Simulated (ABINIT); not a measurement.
# Quasiparticle gap of GaAs (F-43m) in ABINIT

How does a plane-wave GW calculation on GaAs (F-43m) run from the first input to the gap?

Calculated with ABINIT 10.8.3; PBE and many-body steps on it, plane waves.

**What was measured.**

- Gap 1.51 eV: band-edge emission energy from PL (direct gap at Gamma); photoluminescence, 633 nm excitation; 77 K; bulk crystal (MBE GaAs matrix around a thin InAs wetting layer on semi-insulating GaAs (100)) (“Photoluminescence of InAs/GaAs quantum dots under direct two-photon excitation”, 2020, pmc:7331710).

- Gap 1.42 eV: fundamental direct gap E0 at Gamma, seen as sharp points in Psi and Delta; spectroscopic ellipsometry; 300 K; bulk crystal (semi-insulating GaAs (100) substrate) (“Ellipsometric study of the Electronic Structure of GaMnAs and LT-GaAs”, 2004, arxiv:cond-mat/0404304).

- Gap 1.42 eV: band-edge photoluminescence emission energy of the GaAs substrate; time-integrated photoluminescence; 300 K; bulk crystal ((001) GaAs substrate beneath GaBiAs epilayers) (“Investigation of the anisotropic electron g factor as a probe of the electronic structure of GaBixAs1-x/GaAs epilayers”, 2014, arxiv:1409.8467).

- Gap 1.412 ± 0.01 eV: direct gap E0 at Gamma from ellipsometry; variable-angle spectroscopic ellipsometry, parametric critical-point fit; 300 K; bulk crystal (semi-insulating GaAs(001) reference substrate with native oxide) (“Evidence of valence band perturbations in GaAsN/GaAs(001): A combined variable-angle spectroscopic ellipsometry and modulated photoreflectance investigation”, 2008, arxiv:0805.2212).

- Gap 1.418 ± 0.005 eV: direct gap E0 at Gamma from PR; modulated photoreflectance, low-field lineshape fit; 300 K; bulk crystal (semi-insulating GaAs(001) reference substrate) (“Evidence of valence band perturbations in GaAsN/GaAs(001): A combined variable-angle spectroscopic ellipsometry and modulated photoreflectance investigation”, 2008, arxiv:0805.2212).

## Step 1: Starting point

It takes space group F-43m (No. 216, cubic). The conventional cell has a = 5.654 Å, b = 5.654 Å, c = 5.654 Å, α = 90.00°, β = 90.00°, γ = 90.00°. Ga has 4 As at 2.45 Å nearest. Nearest to As lie 4 Ga at 2.45 Å. Farther neighbours are not listed.

Structure file:

```cif
data_structure
_symmetry_space_group_name_H-M 'P 1'
_symmetry_Int_Tables_number 1
_cell_length_a 3.9978
_cell_length_b 3.9978
_cell_length_c 3.9978
_cell_angle_alpha 60.000
_cell_angle_beta 60.000
_cell_angle_gamma 60.000
_cell_volume 45.18
loop_
_atom_site_label
_atom_site_type_symbol
_atom_site_fract_x
_atom_site_fract_y
_atom_site_fract_z
_atom_site_occupancy
Ga1 Ga 0.00000 0.00000 0.00000 1
As2 As 0.25000 0.25000 0.25000 1
```

The cell and positions come from the Crystallography Open Database and are kept as given unless a step says otherwise.

## Step 2: Ground state

This step: ABINIT 10.8.3; DFT, PBE with spin-orbit coupling, plane waves, norm-conserving pseudopotentials.

The ground-state density comes first.

run.abi reads:

```
acell 3*1.0 Angstrom
rprim 
  0.000000000000 2.826850000000 2.826850000000
  2.826850000000 0.000000000000 2.826850000000
  2.826850000000 2.826850000000 0.000000000000
ntypat 2
znucl 31 33
natom 2
typat 1 2
xred 
  0.000000000000 0.000000000000 0.000000000000
  0.250000000000 0.250000000000 0.250000000000
pp_dirpath "pseudos"
pseudos "Ga.upf, As.upf"
ecut 45
nspinor 2
ngkpt 6 6 6
nshiftk 1
shiftk 0 0 0
kptopt 1
chksymbreak 0
nband 54
occopt 1
tolvrs 1e-10
nstep 60
prtwf 0
optforces 0
optstress 0
indata_prefix "in"
outdata_prefix "out"
tmpdata_prefix "tmp"
```

On the command line:

```bash
> OMP_NUM_THREADS=1 mpirun -n 8 abinit run.abi > log
```

Numbers of over 12 decimals in the logs are rounded to 6 here.

The log of the run:

```text
.Version 10.8.3 of ABINIT. v10.8.2 released Aug 2026.

 Symmetries : space group F-4 3 m (#216); Bravais cF (face-center cubic)
================================================================================
 Values of the parameters that define the memory need of the present run
     intxc =       0    ionmov =       0      iscf =       7    lmnmax =      14
     lnmax =      14     mgfft =      48  mpssoang =       5    mqgrid =    3001
     natom =       2  nloc_mem =       1    nspden =       1   nspinor =       2
    nsppol =       1      nsym =      24    n1xccc =    2501    ntypat =       2
    occopt =       1   xclevel =       2
-    mband =          54        mffmem =           1         mkmem =           2
       mpw =        4477          nfft =      110592          nkpt =          16
================================================================================
  Rough estimation (10% accuracy) of disk space for files :
================================================================================

--------------------------------------------------------------------------------
------------- Echo of variables that govern the present computation ------------
--------------------------------------------------------------------------------
 -outvars: echo values of preprocessed input variables --------
            acell      1.8897261259E+00  1.8897261259E+00  1.8897261259E+00 Bohr

      chksymbreak           0
             ecut      4.50000000E+01 Hartree
-          fftalg         312

              ixc     -101130
              kpt      0.00000000E+00  0.00000000E+00  0.00000000E+00
                       1.66666667E-01  0.00000000E+00  0.00000000E+00
                       3.33333333E-01  0.00000000E+00  0.00000000E+00
                       5.00000000E-01  0.00000000E+00  0.00000000E+00
                       1.66666667E-01  1.66666667E-01  0.00000000E+00
                       3.33333333E-01  1.66666667E-01  0.00000000E+00
                       5.00000000E-01  1.66666667E-01  0.00000000E+00
                      -3.33333333E-01  1.66666667E-01  0.00000000E+00
                      -1.66666667E-01  1.66666667E-01  0.00000000E+00
   [... 5 further rows ...]
                      -3.33333333E-01  3.33333333E-01  1.66666667E-01
                      -3.33333333E-01  5.00000000E-01  1.66666667E-01
         kptrlatt        6    0    0      0    6    0      0    0    6
          kptrlen      4.53281381E+01
P           mkmem           2
            natom           2
            nband          54
            ngfft          48      48      48
             nkpt          16
          nspinor           2
            nstep          60
             nsym          24
           ntypat           2
              occ      1.000000  1.000000  1.000000  1.000000  1.000000  1.000000
                       1.000000  1.000000  1.000000  1.000000  1.000000  1.000000
                       1.000000  1.000000  1.000000  1.000000  1.000000  1.000000
                       1.000000  1.000000  1.000000  1.000000  1.000000  1.000000
                       1.000000  1.000000  1.000000  1.000000  1.000000  1.000000
                       1.000000  1.000000  1.000000  1.000000  1.000000  1.000000
                       1.000000  1.000000  1.000000  1.000000  1.000000  1.000000
                       1.000000  1.000000  0.000000  0.000000  0.000000  0.000000
                       0.000000  0.000000  0.000000  0.000000  0.000000  0.000000
        optforces           0
        optstress           0
            prtwf           0
            rprim      0.0000000000E+00  2.8268500000E+00  2.8268500000E+00
[...]
spgroup         216

           tolvrs      1.00000000E-10

             xred      0.0000000000E+00  0.0000000000E+00  0.0000000000E+00
[...]
znucl       31.00000   33.00000

================================================================================

 chkinp: Checking input parameters for consistency.

================================================================================
== DATASET  1 ==================================================================
-   mpi_nproc: 8, omp_nthreads: 1 (-1 if OMP is not activated)

--- !DatasetInfo
iteration_state: {dtset: 1, }
dimensions: {natom: 2, nkpt: 16, mband: 54, nsppol: 1, nspinor: 2, nspden: 1, mpw: 4477, }
cutoff_energies: {ecut:  45.0, pawecutdg:  -1.0, }
electrons: {nelect:   4.40000000E+01, charge:   0.00000000E+00, occopt:   1.00000000E+00, tsmear:   1.00000000E-02, }

 Real(R)+Recip(G) space primitive vectors, cartesian coordinates (Bohr,Bohr^-1):
 R(1)=  0.0000000  5.3419723  5.3419723  G(1)= -0.0935984  0.0935984  0.0935984
 R(2)=  5.3419723  0.0000000  5.3419723  G(2)=  0.0935984 -0.0935984  0.0935984
 R(3)=  5.3419723  5.3419723  0.0000000  G(3)=  0.0935984  0.0935984 -0.0935984
 Unit cell volume ucvol=  3.0488418E+02 bohr^3
 Angles (23,13,12)=  6.00000000E+01  6.00000000E+01  6.00000000E+01 degrees

 getcut: wavevector=  0.0000  0.0000  0.0000  ngfft=  48  48  48
         ecut(hartree)=     45.000   => boxcut(ratio)=   2.10404

--- Pseudopotential description ------------------------------------------------
- Ga Generated using ONCVPSP code by D. R. Hamann
- 31.00000  21.00000  180506                  znucl, zion, pspdat
12 -101130 2 -1 1926                          pspcod,pspxc,lmax,lloc,mmax
     nproj     2     3     2     0
     spin-orbit psp
        nprojso     4     3     0
  pspatm : epsatm=   21.86199699
         --- l  ekb(1:nproj) -->
[...]
1   -5.676217   -1.349810   -0.000026
[...]
spin-orbit 1    0.211857    0.072172   -0.001103   -0.000023
  spin-orbit 2    0.017944    0.011148   -0.000068
 pspatm: atomic psp has been read  and splines computed

- As Generated using ONCVPSP code by D. R. Hamann
- 33.00000  23.00000  180506                  znucl, zion, pspdat
12 -101130 2 -1 1358                          pspcod,pspxc,lmax,lloc,mmax
     nproj     2     2     2     0
     spin-orbit psp
        nprojso     4     3     0
  pspatm : epsatm=   24.77999478
         --- l  ekb(1:nproj) -->
[...]
2  -10.102843   -4.354352
  spin-orbit 1    0.215873    0.096617   -0.000767   -0.000075
  spin-orbit 2    0.018130    0.013569   -0.000026
 pspatm: atomic psp has been read  and splines computed

   2.05224764E+03                                ecore*ucvol(ha*bohr**3)
--------------------------------------------------------------------------------

_setup2: Arith. and geom. avg. npw (full set) are    4396.153    4396.130

================================================================================

--- !BeginCycle
iteration_state: {dtset: 1, }
solver: {iscf: 7, nstep: 60, nline: 4, wfoptalg: 0, }
tolerances: {tolvrs: 1.00E-10, }

     iter   Etot(hartree)      deltaE(h)  residm     vres2
 ETOT  1  -550.24352656838    -5.502E+02 1.227E+00 2.714E+03
 ETOT  2  -552.79028758499    -2.547E+00 8.523E-02 4.971E+03
 ETOT  3  -553.42465839845    -6.344E-01 4.553E-02 6.892E+02
 ETOT  4  -553.47165589099    -4.700E-02 4.075E-02 3.144E+02
 ETOT  5  -553.50780824858    -3.615E-02 6.373E-03 2.630E+01
 ETOT  6  -553.51032386770    -2.516E-03 2.599E-03 4.992E+00
 ETOT  7  -553.51092483196    -6.010E-04 4.824E-04 3.190E-01
 ETOT  8  -553.51096604375    -4.121E-05 1.767E-04 5.300E-03
 ETOT  9  -553.51096669249    -6.487E-07 2.976E-05 1.488E-03
 ETOT 10  -553.51096690592    -2.134E-07 1.079E-05 1.701E-07
 ETOT 11  -553.51096690617    -2.495E-10 2.099E-06 3.225E-09
 ETOT 12  -553.51096690616     4.775E-12 7.117E-07 1.670E-09
 ETOT 13  -553.51096690615     7.390E-12 6.556E-07 1.084E-10
 ETOT 14  -553.51096690608     7.196E-11 4.976E-08 1.943E-12

 At SCF step   14       vres2   =  1.94E-12 < tolvrs=  1.00E-10 =>converged.

--- !ResultsGS
iteration_state: {dtset: 1, }
comment   : Summary of ground state results
lattice_vectors:
- [  0.0000000,   5.3419723,   5.3419723, ]
- [  5.3419723,   0.0000000,   5.3419723, ]
- [  5.3419723,   5.3419723,   0.0000000, ]
lattice_lengths: [   7.55469,    7.55469,    7.55469, ]
lattice_angles: [ 60.000,  60.000,  60.000, ] # degrees, (23, 13, 12)
lattice_volume:   3.0488418E+02
convergence: {deltae:  7.196E-11, res2:  1.943E-12, residm:  4.976E-08, diffor:  0.000E+00, }
etotal    :  -5.53510967E+02
entropy   :   0.00000000E+00
fermie    :   2.12385836E-01
cartesian_stress_tensor: null
pressure_GPa: null
xred      :
- [  0.0000E+00,   0.0000E+00,   0.0000E+00, Ga]
- [  2.5000E-01,   2.5000E-01,   2.5000E-01, As]
cartesian_forces: null
force_length_stats: {min: null, max: null, mean: null, }

 Integrated electronic density in atomic spheres:
 ------------------------------------------------
 Atom  Sphere_radius  Integrated_density
    1        2.00000         18.80814870
    2        2.00000         20.37359392
================================================================================

 ----iterations are completed or convergence reached----

 Mean square residual over all n,k,spin=   14.970E-11; max=  49.764E-09
 reduced coordinates (array xred) for    2 atoms
       0.000000000000      0.000000000000      0.000000000000
       0.250000000000      0.250000000000      0.250000000000
 rms dE/dt=  0.0000E+00; max dE/dt=  0.0000E+00; dE/dt below (all hartree)
    1       0.000000000000      0.000000000000      0.000000000000
    2       0.000000000000      0.000000000000      0.000000000000

 cartesian coordinates (angstrom) at end:
    1      0.000000     0.000000     0.000000
    2      1.413425     1.413425     1.413425
 length scales=  1.889726125908  1.889726125908  1.889726125908 bohr
              =  1.000000000000  1.000000000000  1.000000000000 angstroms
 prteigrs : about to open file out_EIG
 Fermi (or HOMO) energy (hartree) =   0.21239   Average Vxc (hartree)=  -0.36656
 Eigenvalues (hartree) for nkpt=  16  k points:
 kpt#   1, nband= 54, wtk=  0.00463, kpt=  0.0000  0.0000  0.0000 (reduced coord)
  -6.58142   -6.58142   -5.07700   -5.07700   -4.62520   -4.62520   -4.44063   -4.44063
  -4.44063   -4.44063   -3.35426   -3.35426   -3.22093   -3.22093   -3.22093   -3.22093
  -1.09936   -1.09936   -1.09936   -1.09936   -1.07278   -1.07278   -1.07257   -1.07257
  -1.07257   -1.07257   -0.34566   -0.34566   -0.34566   -0.34566   -0.33000   -0.33000
  -0.32810   -0.32810   -0.32810   -0.32810   -0.25944   -0.25944    0.20013    0.20013
   0.21239    0.21239    0.21239    0.21239    0.22715    0.22715    0.34106    0.34106
   0.34787    0.34787    0.34787    0.34787    0.48745    0.48745
 prteigrs : prtvol=0 or 1, do not print more k-points.

--- !EnergyTerms
iteration_state     : {dtset: 1, }
comment             : Components of total free energy in Hartree
kinetic             :  2.56527647344679E+02
hartree             :  2.39308721505524E+02
xc                  : -5.35064643302510E+01
Ewald energy        : -2.44384754666974E+02
psp_core            :  6.73123687563991E+00
local_psp           : -6.21617193757759E+02
non_local_psp       : -1.36570159876942E+02
total_energy        : -5.53510966906083E+02
total_energy_eV     : -1.50618007118678E+04
band_energy         : -8.39938719806380E+01

== END DATASET(S) ==============================================================
================================================================================

 -outvars: echo values of variables after computation  --------
           etotal     -5.5351096691E+02
            nband          54
             nkpt          16
          spgroup         216
 [... the other variables as echoed above ...]

 Calculation completed.
```

Elapsed: 61 s, on 8 MPI ranks of Arm Neoverse V2, shared host; peak memory 0.85 GiB; 8.1 min of CPU time.

This step gave:

- total energy: -15061.8007 eV
- gap: 0.4016 eV
- k of the valence top: 0, 0, 0
- k of the conduction bottom: 0, 0, 0
- least direct gap: 0.4016 eV

The gap is direct, at Γ.

[end of part 1 of 3]

[Paths, hosts, dates, memory and timing lines, banners, echoed tables and standing remarks are left out of the program output.]

[Logs are printed without paths, hosts, clocks, repeated set-up lines and the standing remarks that a program may print on its own settings, such as how far it seeks lower states.]

[Runs of the session that timed out or met a known fault of the program may be left out.]

[No measured gap is set beside runs whose start may be inverted or whose files or cutoffs have a known fault.]

[Hosts, paths, dates, database ids (printed as entryN), source tags and the programs' standing remarks are cut or masked in the printed files.]

[G0W0 gaps are taken among the corrected bands and points alone; a level outside them can change the order at an edge.]

[Where Ansatz stands beside ABINIT at settings called matched, ABINIT's density can come from a denser mesh and the files from another edition; pairs whose starting gaps differed by over 0.03 eV were left out, so agreement reads better than it is.]
